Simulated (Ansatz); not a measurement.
## Starting-point dependence of the GW gap of Cs2HgSe2 (Pbam)

One-shot GW is not self-consistent; how far does the start matter for Cs2HgSe2 (Pbam)?

Method: G0W0 on several functionals, plane waves, PAW, in Ansatz 0.2.0.

Most raw output is cut from this account.

In doubt: masses and optical values from hybrid runs of this build are listed as unsure (step 4), which bears on the screening that GW takes from such a start.

### Step 1. Set-up

Symmetry: Pbam, No. 55, orthorhombic system. Conventional cell: a = 8.185 Å, b = 10.330 Å, c = 4.711 Å, α = 90.00°, β = 90.00°, γ = 90.00°. Nearest to Cs lie 6 Se at 3.66 to 3.72 Å and 1 Cs at 3.87 Å. Nearest to Hg lie 2 Se at 2.41 Å. Se has 1 Hg at 2.41 Å and 6 Cs at 3.66 to 3.72 Å nearest. Farther neighbours and most contacts between anions are not listed.

The cell and positions come from the Crystallography Open Database and are kept as given unless a step says otherwise. Spin-orbit coupling is left out unless a step names it.

### Step 2. G0W0 on PBE

G0W0 replaces the xc potential by the self-energy, built once from these orbitals. Only a window of levels is corrected, while the sums run over the empty bands that the input names. This step takes PAW set soft_1 files.

This step: G0W0 on PBE, plane waves, PAW; PAW set soft_1.

Contents of input.yaml:

```yaml
crystal:
  lattice:
    - [8.1849, 0.0, 0.0]
    - [0.0, 10.3302, 0.0]
    - [0.0, 0.0, 4.7112]
  atoms:
    - { symbol: Cs, position: [0.39222, 0.83311, 0.5] }
    - { symbol: Cs, position: [0.60778, 0.16689, 0.5] }
    - { symbol: Cs, position: [0.89222, 0.66689, 0.5] }
    - { symbol: Cs, position: [0.10778, 0.33311, 0.5] }
    - { symbol: Hg, position: [0.5, 0.5, 0.0] }
    - { symbol: Hg, position: [0.0, 0.0, 0.0] }
    - { symbol: Se, position: [0.23025, 0.59445, 0.0] }
    - { symbol: Se, position: [0.76975, 0.40555, 0.0] }
    - { symbol: Se, position: [0.73025, 0.90555, 0.0] }
    - { symbol: Se, position: [0.26975, 0.09445, 0.0] }
kpoints:
  mp_grid: { grid: [2, 2, 4] }
hamiltonian:
  xc: pbe
  pseudopotentials: { kind: paw, azcp: { folder: soft_1 } }
scf:
  occupations: { method: fixed }
gw:
  n_empty_bands: 420
  ecut_chi: 60
  qp_bands: [v3, c3]
  qp_kpoints: band_edges
  screening: { model: contour_deformation }
```

Launch:

```console
> ansatz run input.yaml --threads 2 --pin off --max-ram 92160MiB --backend cuda --events-out ev --progress --plain --runs-dir out --devices 1 --max-vram 13GiB
```

Elapsed: 65 s, on 1 × NVIDIA H100 80GB HBM3 (shared by 6 runs) with 2 threads of AMD EPYC 7R13 (Zen 3), shared host; peak memory 2.4 GiB.

Numbers from this step:

| Item | Value |
| --- | --- |
| bands summed | 490 |
| RPA ε∞ on this mesh (eigenvalues) | 3.324, 3.614, 4.599 |
| plane waves in the screening matrix | 415 |
| q-points in the mesh | 16 |
| G0W0 gap on the mesh | 3.358 eV |
| k of the valence top | -0.5, 0, 0 |
| k of the conduction bottom | 0, 0, 0 |
| starting gap on the mesh | 2.004 eV |
| Z at the valence top | 0.7567 |
| Z at the conduction bottom | 0.8054 |
| least direct G0W0 gap on the computed points | 3.397 eV |

The gap on the mesh goes from 2.00 eV to 3.36 eV, a correction of +1.35 eV. Between the two edge states, bare exchange in place of the xc potential would open the gap by 6.40 eV, and correlation takes back 5.04 eV.

### Step 3. G0W0 on r2SCAN

One-shot GW remembers its start. Another functional's orbitals and levels show by how much.

This step: G0W0 on r2SCAN, plane waves, PAW; PAW set soft_1.

input.yaml, as its differences from that of step 2:

```diff
@@ -19,3 +19,3 @@
 hamiltonian:
-  xc: pbe
+  xc: r2scan
   pseudopotentials: { kind: paw, azcp: { folder: soft_1 } }
```

It took 42 s on 1 × NVIDIA H100 80GB HBM3 (shared by 6 runs) with 2 threads; peak memory 3.2 GiB; 56 s of CPU time.

Numbers from this step:

| Quantity | Value |
| --- | --- |
| bands summed | 490 |
| RPA ε∞ on this mesh (eigenvalues) | 3.029, 3.301, 4.199 |
| plane waves in the screening matrix | 415 |
| q-points in the mesh | 16 |
| G0W0 gap on the mesh | 3.604 eV |
| k of the valence top | -0.5, 0, 0 |
| k of the conduction bottom | 0, 0, 0 |
| starting gap on the mesh | 2.348 eV |
| Z at the valence top | 0.7717 |
| Z at the conduction bottom | 0.8175 |
| least direct G0W0 gap on the computed points | 3.641 eV |

Against the run with 2×2×4 mesh, 420 empty bands, screening to 60 eV, PAW set soft_1 files on PBE, the gap moves by +0.25 eV, while the start moved by +0.34 eV.

### Step 4. G0W0 on HSE06

This step: G0W0 on HSE06, plane waves, PAW; PAW set soft_1.

input.yaml, as its differences from that of step 3:

```diff
@@ -19,3 +19,3 @@
 hamiltonian:
-  xc: r2scan
+  xc: hse06
   pseudopotentials: { kind: paw, azcp: { folder: soft_1 } }
```

Elapsed: 3 min, on 1 × NVIDIA H100 80GB HBM3 (shared by 6 runs) with 2 threads; peak memory 3.4 GiB.

Numbers from this step:

* bands summed: 490
* RPA ε∞ on this mesh (eigenvalues): 2.885, 3.103, 3.870
* plane waves in the screening matrix: 415
* G0W0 gap on the mesh: 3.781 eV
* k of the valence top: -0.5, 0, 0
* k of the conduction bottom: 0, 0, 0
* starting gap on the mesh: 2.888 eV
* least direct G0W0 gap on the computed points: 3.823 eV

Against the run with 2×2×4 mesh, 420 empty bands, screening to 60 eV, PAW set soft_1 files on r2SCAN, the gap moves by +0.18 eV, while the start moved by +0.54 eV.

### Step 5. The starts together

All on the 2×2×4 mesh with 420 empty bands and screening to 60 eV. Times are wall times on 1 × NVIDIA H100 80GB HBM3 (shared by 6 runs) with 2 threads of AMD EPYC 7R13 (Zen 3), shared host, good to a factor of about two.

```tsv
start	starting gap (eV)	shift (eV)	G0W0 gap (eV)	RPA ε∞ (harmonic mean)	Z (valence, conduction)	time
PBE	2.00	+1.35	3.36	3.77	0.76, 0.81	65 s
r2SCAN	2.35	+1.26	3.60	3.44	0.77, 0.82	42 s
HSE06	2.89	+0.89	3.78	3.24	0.79, 0.83	3 min
```

How the two edges are built up, in eV (the quasiparticle level is the starting level plus Σx plus Σc less Vxc):

```tsv
run	edge	start	Σx	Σc	Vxc	Z	QP
PBE	valence top	5.17	-17.60	2.25	-14.66	0.76	4.48
PBE	conduction bottom	7.18	-9.41	-2.79	-12.87	0.81	7.84
r2SCAN	valence top	4.92	-17.71	2.16	-15.06	0.77	4.42
r2SCAN	conduction bottom	7.26	-9.48	-2.74	-12.98	0.82	8.03
HSE06	valence top	4.56	-17.57	2.01	-15.27	0.79	4.26
HSE06	conduction bottom	7.45	-8.85	-2.72	-12.16	0.83	8.04
```

For a hybrid start, Vxc holds its share of exact exchange.

### Step 6. Outcome

| Quantity | Value |
| --- | --- |
| G0W0@PBE | 3.36 eV (start 2.00 eV) |
| G0W0@r2SCAN | 3.60 eV (start 2.35 eV) |
| G0W0@HSE06 | 3.78 eV (start 2.89 eV) |
| known limits | not at the basis limit; no spin-orbit coupling; coarse k mesh |

The starting gaps span 0.88 eV and the G0W0 gaps 0.42 eV. Between PBE and HSE06, 0.42 eV of the 0.88 eV survives, 48 %. HSE06 screens less than PBE (ε∞ 3.24 against 3.77). Of the 0.42 eV by which its G0W0 gap is higher, the correlation part gives +0.32 eV, and exchange with the one-particle terms, which follow the orbitals, +0.11 eV. The smallest correction, +0.89 eV, is on HSE06, the start nearest to reproducing itself. Bands and cutoff are finite, so the gap is not at the basis limit. The miss can reach some tenths of an eV and take either sign; the mesh is an error of its own. The 2×2×4 mesh is coarse for this cell (its supercell is 16 Å along the shortest edge). The RPA ε∞ on it, from the PBE start, is 3.32, 3.61 and 4.60; such meshes misread the long-range screening, most where the gap is narrow. The many-body steps are scalar-relativistic: spin-orbit coupling is not in them.

[Paths, hosts, dates, memory and timing lines, banners, echoed tables and standing remarks are left out of the program output.]

[Logs are printed without paths, hosts, clocks, repeated set-up lines and the standing remarks that a program may print on its own settings, such as how far it seeks lower states.]

[Runs of the session that timed out or met a known fault of the program may be left out.]

[Cells called generated may have been cut or substituted from an entry of the Crystallography Open Database or the Materials Project.]

[Hosts, paths, dates, database ids (printed as entryN), source tags and the programs' standing remarks are cut or masked in the printed files.]
